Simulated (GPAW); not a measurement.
## O K ELNES/XANES of TiO2 (Anatase, I4_1/amd) from DFT

What does one-electron theory with a core hole give for the O K edge of TiO2 (Anatase, I4_1/amd)?

Main program and level: GPAW 26.7.0; X-ray absorption from dipole matrix elements to empty bands, plane-wave PAW PBE.

Report form: the programs' logs are mostly left out.

**1. The starting structure**

It takes space group I4_1/amd (No. 141, tetragonal). The conventional cell has a = 3.784 Å, b = 3.784 Å, c = 9.515 Å, α = 90.00°, β = 90.00°, γ = 90.00°. Nearest to Ti lie 6 O at 1.93 to 1.98 Å. Nearest to O lie 3 Ti at 1.93 to 1.98 Å. Farther neighbours and most contacts between anions are not listed.

**2. Ground state of the crystal**

A plain self-consistent run shows whether there is a gap, which decides the set-up of the core-hole run.

The input, scf.py:

```python
import numpy as np
from ase import Atoms
from ase.parallel import parprint, paropen
from gpaw import GPAW, PW, FermiDirac, Mixer, MixerDif, setup_paths
from gpaw.test import gen
setup_paths.insert(0, '.')
gen('O', name='nch1s', xcname='PBE', corehole=(1, 0, 0), write_xml=True)

atoms = Atoms('Ti2O4',
    cell=[[-1.8921, 1.8921, 4.7573],
     [1.8921, -1.8921, 4.7573],
     [1.8921, 1.8921, -4.7573]],
    scaled_positions=[[0.75, 0.25, 0.5],
     [0, 0, 0],
     [0.7919, 0.7919, 0],
     [0.5419, 0.0419, 0.5],
     [0.9581, 0.4581, 0.5],
     [0.2081, 0.2081, 0]],
    pbc=True)
atoms.calc = calc = GPAW(legacy_gpaw=True, mode=PW(500), xc='PBE', setups={2: 'nch1s'},
    kpts={'size': (9, 9, 9), 'gamma': True}, occupations=FermiDirac(0.05),
    charge=0, mixer=Mixer(0.1, 5, 50), maxiter=150,
    convergence={'density': 0.0001}, txt='scf.txt')
energy = atoms.get_potential_energy() + calc.get_reference_energy()
ef = calc.get_fermi_level()
out = dict(energy=energy, fermi=ef, forces=atoms.get_forces().tolist())
parprint(f'all-electron energy {energy:.4f} eV, Fermi level {ef:.4f} eV')
ev = np.array([[calc.get_eigenvalues(k, s) for k in range(len(calc.get_ibz_k_points()))] for s in range(calc.get_number_of_spins())])
out['homo'], out['lumo'], out['counts'] = ev[ev < ef].max(), ev[ev > ef].min(), sorted(set((ev < ef).sum((0, 2)).tolist()))
out['filled'] = (ev[:, 0] < ef).sum(1).tolist()
import json
with paropen('out.json', 'w') as f:
    json.dump(out, f)
```

Started as:

```
> OMP_NUM_THREADS=1 python scf.py
```

It took 5.5 min on 1 thread of Arm Neoverse V2, shared host; peak memory 0.41 GiB.

The mesh shows a gap of 2.12 eV, so the hole is first treated in a charged cell, without the excited electron.

**3. Spectrum without a core hole, **

This cheap baseline ignores the attraction of the hole: it shows the absorber's empty states as they are in the ground state. The data set with a hole of occupation 0 only carries the core orbital.

The input, xas.py:

```python
import numpy as np
from ase import Atoms
from ase.parallel import parprint, paropen
from gpaw import GPAW, PW, FermiDirac, Mixer, MixerDif, setup_paths
from gpaw.test import gen
setup_paths.insert(0, '.')
gen('O', name='nch1s', xcname='PBE', corehole=(1, 0, 0), write_xml=True)

atoms = Atoms('Ti2O4',
    cell=[[-1.8921, 1.8921, 4.7573],
     [1.8921, -1.8921, 4.7573],
     [1.8921, 1.8921, -4.7573]],
    scaled_positions=[[0.75, 0.25, 0.5],
     [0, 0, 0],
     [0.7919, 0.7919, 0],
     [0.5419, 0.0419, 0.5],
     [0.9581, 0.4581, 0.5],
     [0.2081, 0.2081, 0]],
    pbc=True)
atoms.calc = calc = GPAW(legacy_gpaw=True, mode=PW(500), xc='PBE', setups={2: 'nch1s'},
    kpts={'size': (9, 9, 9), 'gamma': True}, occupations=FermiDirac(0.02),
    charge=0, mixer=Mixer(0.1, 5, 50), maxiter=150,
    convergence={'density': 0.0001}, txt='scf.txt')
energy = atoms.get_potential_energy() + calc.get_reference_energy()
ef = calc.get_fermi_level()
out = dict(energy=energy, fermi=ef, forces=atoms.get_forces().tolist())
parprint(f'all-electron energy {energy:.4f} eV, Fermi level {ef:.4f} eV')
ev = np.array([[calc.get_eigenvalues(k, s) for k in range(len(calc.get_ibz_k_points()))] for s in range(calc.get_number_of_spins())])
out['homo'], out['lumo'], out['counts'] = ev[ev < ef].max(), ev[ev > ef].min(), sorted(set((ev < ef).sum((0, 2)).tolist()))
out['filled'] = (ev[:, 0] < ef).sum(1).tolist()

from gpaw.xas import XAS
nb = int(calc.get_number_of_electrons() / 2) + 54
top, nb = nb, nb + 8 + nb // 12
nscf = calc.fixed_density(kpts={'size': (8, 8, 8), 'gamma': True}, nbands=nb,
    convergence={'bands': top, 'eigenstates': 1e-5}, maxiter=60, txt='nscf.txt')
cell = atoms.cell.array
ops = [cell.T @ U.T @ np.linalg.inv(cell.T) for U in nscf.wfs.kd.symmetry.op_scc]
filled = [24]  # bands filled in the ground state, by spin
E = np.arange(-25, 34, 0.1)
fwhm = np.interp(E, [4, 25], [0.9, 3.5])
Y, X, zero, highest = 0, 0, 1e9, 1e9
for spin in range(nscf.get_number_of_spins()):
    xas = XAS(nscf, mode='all', center=2, spin=spin)
    eps = xas.eps_kn
    d = xas.sigma_cmkn  # core-to-band dipole matrix elements, k weights included
    T = np.einsum('amkn,bmkn->abkn', d, d.conj()).real
    T = sum(np.einsum('ai,ijkn,bj->abkn', R, T, R) for R in ops) / len(ops)
    empty = np.ones_like(eps, bool) & (np.arange(nb) >= filled[spin])
    zero, highest = min(zero, eps[empty].min()), min(highest, eps[:, top - 1].min())
    lines = [(eps, T, empty)] if spin == 0 else lines + [(eps, T, empty)]
for eps, T, empty in lines:
    f = np.einsum('aakn->akn', T).reshape(3, -1)
    x = eps.ravel() - zero
    w = np.interp(x, E, fwhm) / 2.35482
    g = np.exp(-0.5 * ((E[:, None] - x) / w) ** 2) / (w * (2 * np.pi) ** 0.5)
    Y = Y + (f * empty.ravel()) @ g.T
    X = X + (f * ~empty.ravel()) @ g.T
out.update(E=E.round(2).tolist(), xas=Y.tolist(), xes=X.tolist(), zero=zero, valid=highest - zero, nk=len(eps), nb=nb)
for i in range(0, len(E), 10):
    parprint(f'{E[i]:7.2f}', *(f'{v:10.3e}' for v in Y[:, i]))
import json
with paropen('out.json', 'w') as f:
    json.dump(out, f)
```

Started as:

```
> OMP_NUM_THREADS=1 python xas.py
```

Elapsed: 8.8 min, on 1 thread; peak memory 0.72 GiB.

The run was cut off at its time limit.

The time allowed ran out, so this step gives no result.

**4. Reference energy of the supercell**

The photon energy needs a difference of total energies, so the cell and mesh of the coming hole run are first run without a hole.

Changes to scf.py since step 2:

```diff
@@ -8,15 +8,21 @@
 
-atoms = Atoms('Ti2O4',
-    cell=[[-1.8921, 1.8921, 4.7573],
-     [1.8921, -1.8921, 4.7573],
-     [1.8921, 1.8921, -4.7573]],
-    scaled_positions=[[0.75, 0.25, 0.5],
+atoms = Atoms('Ti4O8',
+    cell=[[3.7842, -3.7842, 0],
+     [3.7842, 3.7842, 0],
+     [-1.8921, 1.8921, 4.7573]],
+    scaled_positions=[[0, 0.25, 0.5],
+     [0.5, 0.75, 0.5],
      [0, 0, 0],
-     [0.7919, 0.7919, 0],
-     [0.5419, 0.0419, 0.5],
-     [0.9581, 0.4581, 0.5],
-     [0.2081, 0.2081, 0]],
+     [0.5, 0.5, 0],
+     [0.7919, 0, 0.5838],
+     [0.2919, 0.5, 0.5838],
+     [0.7919, 0.25, 0.0838],
+     [0.2919, 0.75, 0.0838],
+     [0.2081, 0.25, 0.9162],
+     [0.7081, 0.75, 0.9162],
+     [0.2081, 0, 0.4162],
+     [0.7081, 0.5, 0.4162]],
     pbc=True)
-atoms.calc = calc = GPAW(legacy_gpaw=True, mode=PW(500), xc='PBE', setups={2: 'nch1s'},
-    kpts={'size': (9, 9, 9), 'gamma': True}, occupations=FermiDirac(0.05),
+atoms.calc = calc = GPAW(legacy_gpaw=True, mode=PW(500), xc='PBE', setups={4: 'nch1s'},
+    kpts={'size': (4, 4, 4), 'gamma': True}, occupations=FermiDirac(0.02),
     charge=0, mixer=Mixer(0.1, 5, 50), maxiter=150,
```

Started as:

```
> OMP_NUM_THREADS=1 python scf.py
```

Wall time 4.2 min (1 thread); peak memory 0.36 GiB.

Reference energy: -109324.099 eV with the cores included.

**5. Spectrum with FCH, O atom 3**

The holes are 5.4 Å apart. In GPAW the data set carries the hole's charge, so charge=0 means a charged cell and charge=-1 a neutral one. The excited electron is left out and a uniform background balances the charge. After the field has converged, empty bands are computed with the density fixed and the dipole matrix elements are summed.

The absorber has 2 Ti at 1.93 Å and 1 Ti at 1.98 Å (distorted T-shaped, site symmetry 2mm).

Changes to xas.py since step 3:

```diff
@@ -6,17 +6,23 @@
 setup_paths.insert(0, '.')
-gen('O', name='nch1s', xcname='PBE', corehole=(1, 0, 0), write_xml=True)
+gen('O', name='fch1s', xcname='PBE', corehole=(1, 0, 1), write_xml=True)
 
-atoms = Atoms('Ti2O4',
-    cell=[[-1.8921, 1.8921, 4.7573],
-     [1.8921, -1.8921, 4.7573],
-     [1.8921, 1.8921, -4.7573]],
-    scaled_positions=[[0.75, 0.25, 0.5],
+atoms = Atoms('Ti4O8',
+    cell=[[3.7842, -3.7842, 0],
+     [3.7842, 3.7842, 0],
+     [-1.8921, 1.8921, 4.7573]],
+    scaled_positions=[[0, 0.25, 0.5],
+     [0.5, 0.75, 0.5],
      [0, 0, 0],
-     [0.7919, 0.7919, 0],
-     [0.5419, 0.0419, 0.5],
-     [0.9581, 0.4581, 0.5],
-     [0.2081, 0.2081, 0]],
+     [0.5, 0.5, 0],
+     [0.7919, 0, 0.5838],
+     [0.2919, 0.5, 0.5838],
+     [0.7919, 0.25, 0.0838],
+     [0.2919, 0.75, 0.0838],
+     [0.2081, 0.25, 0.9162],
+     [0.7081, 0.75, 0.9162],
+     [0.2081, 0, 0.4162],
+     [0.7081, 0.5, 0.4162]],
     pbc=True)
-atoms.calc = calc = GPAW(legacy_gpaw=True, mode=PW(500), xc='PBE', setups={2: 'nch1s'},
-    kpts={'size': (9, 9, 9), 'gamma': True}, occupations=FermiDirac(0.02),
+atoms.calc = calc = GPAW(legacy_gpaw=True, mode=PW(500), xc='PBE', setups={4: 'fch1s'},
+    kpts={'size': (4, 4, 4), 'gamma': True}, occupations=FermiDirac(0.02),
     charge=0, mixer=Mixer(0.1, 5, 50), maxiter=150,
@@ -32,5 +38,5 @@
 from gpaw.xas import XAS
-nb = int(calc.get_number_of_electrons() / 2) + 54
+nb = int(calc.get_number_of_electrons() / 2) + 104
 top, nb = nb, nb + 8 + nb // 12
-nscf = calc.fixed_density(kpts={'size': (8, 8, 8), 'gamma': True}, nbands=nb,
+nscf = calc.fixed_density(kpts={'size': (5, 4, 5), 'gamma': True}, nbands=nb,
     convergence={'bands': top, 'eigenstates': 1e-5}, maxiter=60, txt='nscf.txt')
@@ -38,4 +44,4 @@
 ops = [cell.T @ U.T @ np.linalg.inv(cell.T) for U in nscf.wfs.kd.symmetry.op_scc]
-filled = [24]  # bands filled in the ground state, by spin
-E = np.arange(-25, 34, 0.1)
+filled = [48]  # bands filled in the ground state, by spin
+E = np.arange(-6, 34, 0.1)
 fwhm = np.interp(E, [4, 25], [0.9, 3.5])
@@ -43,3 +49,3 @@
 for spin in range(nscf.get_number_of_spins()):
-    xas = XAS(nscf, mode='all', center=2, spin=spin)
+    xas = XAS(nscf, mode='all', center=4, spin=spin)
     eps = xas.eps_kn
```

Started as:

```
> OMP_NUM_THREADS=1 python xas.py
```

Run time: 12 min. Hardware: 1 thread; peak memory 0.79 GiB.

The O K spectrum, O atom 3, full core hole (charged cell) (energy from the lowest empty level; intensity scaled to a mean of 1 over the first 20 eV; polarised curves are means over the symmetry-equivalent atoms):

```tsv
E (eV)	isotropic	ε ⊥ c	ε ∥ c
-2.00	0.00	0.00	0.00
-1.25	0.00	0.00	0.00
-0.50	0.00	0.00	0.00
0.25	0.24	0.30	0.13
1.00	1.75	2.02	1.23
1.75	1.33	1.64	0.72
2.50	0.53	0.63	0.33
3.25	1.74	1.38	2.45
4.00	2.08	1.64	2.97
4.75	1.29	1.14	1.59
5.50	0.28	0.30	0.26
6.25	0.09	0.08	0.13
7.00	0.20	0.18	0.24
7.75	0.42	0.41	0.44
8.50	0.74	0.73	0.75
9.25	1.01	0.95	1.12
10.00	1.05	0.95	1.24
10.75	0.92	0.86	1.03
11.50	0.79	0.82	0.72
12.25	0.85	0.95	0.66
13.00	1.09	1.28	0.73
13.75	1.45	1.71	0.92
14.50	1.79	2.01	1.34
15.25	1.85	1.91	1.74
16.00	1.56	1.46	1.76
16.75	1.10	0.96	1.39
17.50	0.73	0.63	0.95
18.25	0.57	0.52	0.68
19.00	0.58	0.56	0.62
19.75	0.69	0.68	0.71
20.50	0.82	0.80	0.86
21.25	0.92	0.90	0.98
22.00	0.96	0.94	1.00
22.75	0.92	0.92	0.91
23.50	0.85	0.88	0.79
24.25	0.77	0.81	0.69
25.00	0.70	0.73	0.64
25.75	0.63	0.64	0.61
26.50	0.58	0.57	0.61
27.25	0.57	0.55	0.62
28.00	0.60	0.57	0.65
28.75	0.65	0.61	0.72
29.50	0.71	0.65	0.82
30.25	0.77	0.69	0.94
31.00	0.84	0.73	1.06
31.75	0.92	0.79	1.17
```

Main maxima below 24 eV (height): 1.3 eV (2.00), 3.7 eV (2.16), 9.7 eV (1.06), 15.0 eV (1.87) and 21.9 eV (0.96). A K edge sees empty p states; the first features are O p mixed into the empty d states of the Ti neighbours, and the broad ones above probably into the cations' higher empty bands. Ti is d⁰ and octahedral here, so the pair, 2.4 eV apart, is its t₂g and e_g bands.

The hole costs E(hole) − E(ground) = 531.64 eV, and the lowest empty level of the hole cell on the spectrum's mesh lies at 6.14 eV, which puts the zero at 537.78 eV. One term is added: -8.91 eV, since the hole is spin-paired here and a spin-polarised one costs that much less in the free atom (computed apart). The photon energy is then 528.87 eV. The functional and the charged cell's background leave an error of a few eV in such absolute values.

**6. Excitation energy, O atom 3**

With the excited electron kept in the cell the system stays neutral, and the energy difference is an excitation energy by itself. In a small cell that electron takes up a good share of the lowest empty band, or all of one, which shifts the value from the true onset.

Changed against the first core-hole run: core hole to XCH, with the smearing that suits a partly filled band.

Changes to scf.py since step 4:

```diff
@@ -6,3 +6,3 @@
 setup_paths.insert(0, '.')
-gen('O', name='nch1s', xcname='PBE', corehole=(1, 0, 0), write_xml=True)
+gen('O', name='fch1s', xcname='PBE', corehole=(1, 0, 1), write_xml=True)
 
@@ -25,5 +25,5 @@
     pbc=True)
-atoms.calc = calc = GPAW(legacy_gpaw=True, mode=PW(500), xc='PBE', setups={4: 'nch1s'},
-    kpts={'size': (4, 4, 4), 'gamma': True}, occupations=FermiDirac(0.02),
-    charge=0, mixer=Mixer(0.1, 5, 50), maxiter=150,
+atoms.calc = calc = GPAW(legacy_gpaw=True, mode=PW(500), xc='PBE', setups={4: 'fch1s'},
+    kpts={'size': (4, 4, 4), 'gamma': True}, occupations=FermiDirac(0.04),
+    charge=-1, mixer=Mixer(0.1, 5, 50), maxiter=150,
     convergence={'density': 0.0001}, txt='scf.txt')
```

Started as:

```
> OMP_NUM_THREADS=1 python scf.py
```

It took 3.1 min on 1 thread; peak memory 0.37 GiB.

The total-energy difference is 538.56 eV. With the free-atom term of -8.91 eV for this edge, the photon energy is 529.65 eV.

**7. Results**

| Quantity | Value |
| --- | --- |
| absorber and edge | O K, atom 3 of the ground-state input (counted from 1) |
| surroundings | 2 Ti at 1.93 Å and 1 Ti at 1.98 Å (distorted T-shaped, site symmetry 2mm) |
| highest intensity below 16 eV | 3.7 eV above the zero, height 2.16 |
| photon energy of the zero, with the added terms | 528.9 eV (raw 537.8 eV; uncertain by a few eV) |

The O K edge of atom 3, with 2 Ti at 1.93 Å and 1 Ti at 1.98 Å (distorted T-shaped, site symmetry 2mm), has its highest intensity of the first 16 eV at 3.7 eV above the zero, near 533 eV in photon energy (uncertain by a few eV), 2.2 times the mean level of the first 20 eV (Gaussian full width 0.9 eV up to 4 eV, rising linearly to 3.5 eV at 25 eV). The neutral-cell energy lies +0.8 eV from the charged-cell zero, a gap made of the charged-cell error and of where the added electron settles. At the O K edge of atom 3 polarisation matters most near 3.7 eV, where the curves differ by 1.4 on this scale. The holes are only 5.4 Å apart, so the shape is probably not converged with cell size; no larger cell was run here. The mesh is coarse (0.29 Å⁻¹ between points), so small maxima may be mesh ripples. Lifetime broadening is put in by hand, and intensities beyond about 20 eV depend on it and on the partial waves. The structure is a published determination, not relaxed.

[Logs are printed without paths, hosts, clocks, repeated set-up lines and the standing remarks that a program may print on its own settings, such as how far it seeks lower states.]

[Hosts, paths, dates, database ids (printed as entryN), source tags and the programs' standing remarks are cut or masked in the printed files.]

[Lists of maxima count a maximum above −3 eV only where it reaches 4 % of the highest in the window and stands out from its surroundings by 2 % of it (1.5 % where it reaches 55 %); shoulders and weaker maxima are passed over, and of the rest the first, up to two pre-edge ones and the few strongest are named.]
